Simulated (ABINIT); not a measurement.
Entries from a set of simulations; values are calculated unless marked as measured.

## Quasiparticle gap of CdSe (Cadmoselite) in ABINIT

The structure is hexagonal, space group P6_3mc (No. 186). The conventional cell has a = 4.300 Å, b = 4.300 Å, c = 7.020 Å, α = 90.00°, β = 90.00°, γ = 120.00°. Nearest to Cd lie 4 Se at 2.61 to 2.70 Å. Se has 4 Cd at 2.61 to 2.70 Å nearest. Farther neighbours, and contacts between anions beyond the nearest, are not listed.

```xyz
4
Lattice="4.3000 0.0000 0.0000 -2.1500 3.7239 0.0000 0.0000 0.0000 7.0200" Properties=species:S:1:pos:R:3 pbc="T T T"
Cd    0.0000    2.4826    0.0000
Cd    2.1500    1.2413    3.5100
Se    0.0000    2.4826    2.7027
Se    2.1500    1.2413    6.2127
```

| Property | Result |
| --- | --- |
| method | RPA screening on PBE, plane waves, norm-conserving pseudopotentials (and 2 further levels or steps) |
| program | ABINIT 10.8.3 |
| settings | cutoff 48 Ha, PseudoDojo scalar-relativistic 0.4 stringent, norm-conserving, potential set dojo-sr-pbe-0.4-stringent, ngkpt (3, 3, 2), nband 299, ecuteps 6 Ha, inclvkb 2, shiftk (0, 0, 0), symchi 1, awtr 1, frequency ppm, 3×3×2 k-mesh |
| cost | 5 runs, 17 min in all on 4 MPI ranks of Arm Neoverse V2, shared host |
| notes | The database entry behind the starting cell differs from other determinations of this structure. The program’s warnings: nkpt*nsppol () is not a multiple of nproc spkpt (). The cell and positions come from the Crystallography Open Database and are kept as given unless a step says otherwise. Limits: mesh may overstate the screening; no spin-orbit coupling. The 3×3×2 mesh is coarse for this cell, which bears on the long-range parts of exchange and screening. The RPA ε∞ on this mesh reaches over 25; with a narrow direct gap a coarse mesh can overstate it, and the correction is then too small. |
| PBE gap | 0.68 eV, direct |
| G0W0 gap on the mesh | 1.26 eV |
| GW settings | 3×3×2 mesh, 299 bands, screening to 163.3 eV, Godby-Needs plasmon pole |
| known limits | short of the basis limit; mesh may overstate the screening; no spin-orbit coupling; coarse k mesh |

G0W0 moves the gap on the mesh from 0.68 eV to 1.26 eV (+0.58 eV), with Z of 0.80 and 0.82 at the edges. Local fields lower the RPA ε∞ on this mesh from 51.81 to 49.50; a Γ-centred mesh this coarse tends to raise both, most where the direct gap is narrow, while a short band sum lowers them.

[Long decimals in the printed logs are rounded to 6 places.]

[Logs are printed without paths, hosts, clocks, repeated set-up lines and the standing remarks that a program may print on its own settings, such as how far it seeks lower states.]

[Paths, hosts, dates, memory and timing lines, banners, echoed tables and standing remarks are left out of the program output; an Ansatz launch command may be rebuilt from the run's recorded settings. Measured values are a selection of at most five: reports struck by readers or far from the other reports are left out. None is set beside runs whose start may be inverted or whose files or cutoffs have a known fault.]

[Runs of the session that timed out or met a known fault of the program may be left out.]

[Hosts, paths, dates, database ids (printed as entryN), source tags and the programs' standing remarks are cut or masked in the printed files.]

[G0W0 gaps are taken among the corrected bands and points alone; a level outside them can change the order at an edge.]

[Where Ansatz stands beside ABINIT at settings called matched, ABINIT's density can come from a denser mesh and the files from another edition; pairs whose starting gaps differed by over 0.03 eV were left out, so agreement reads better than it is.]
